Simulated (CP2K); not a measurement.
Two runs for the C K edge of hydrogen cyanide dimer. Run A: CP2K XAS_TDP, all-electron GAPW, PBEh(45%), aug-cc-pVDZ, TDA, no relativity. Run B differs in one setting.

First lines with a strength over 0.0015. A:

```csv
atom,energy (eV),states,"strength, one atom"
C1 (bonded to N and H),282.25,1,0.0539
,282.27,1,0.0538
,285.41,1,0.0124
,287.42,1,0.0073
,287.44,1,0.0077
C3 (bonded to N and H),282.14,2,0.1046
,285.14,1,0.0025
,286.21,1,0.0047
,286.56,1,0.0073
,286.59,1,0.0068
```

B:

```csv
atom,energy (eV),states,"strength, one atom"
C1 (bonded to N and H),270.13,1,0.0274
,270.15,1,0.0272
,271.33,1,0.0029
,272.46,1,0.0018
,272.90,1,0.0098
C3 (bonded to N and H),269.91,1,0.0199
,269.93,1,0.0216
,270.14,1,0.0017
,271.34,1,0.0078
,271.42,1,0.0088
```

Q: Which was it: the functional, scalar relativity switched on, the basis, GW2X switched on?

The functional (functional from PBEh(45%) to PBE; the lines alone don't name the new value). A functional moves all lines by electronvolts and changes their spacings and strengths. Against PBEh(45%) in aug-cc-pVDZ, the leading lines move by -12.12 eV (C1, to 270.13) and -12.23 eV (C3, to 269.91); the strength of C1's goes from 0.0539 to 0.0274.

[Banner, clock and machine lines of the logs are left out without a mark of their own.]

[Logs are printed without paths, hosts, clocks, repeated set-up lines and the standing remarks that a program may print on its own settings, such as how far it seeks lower states.]

[Hosts, paths, dates, database ids (printed as entryN), source tags and the programs' standing remarks are cut or masked in the printed files.]
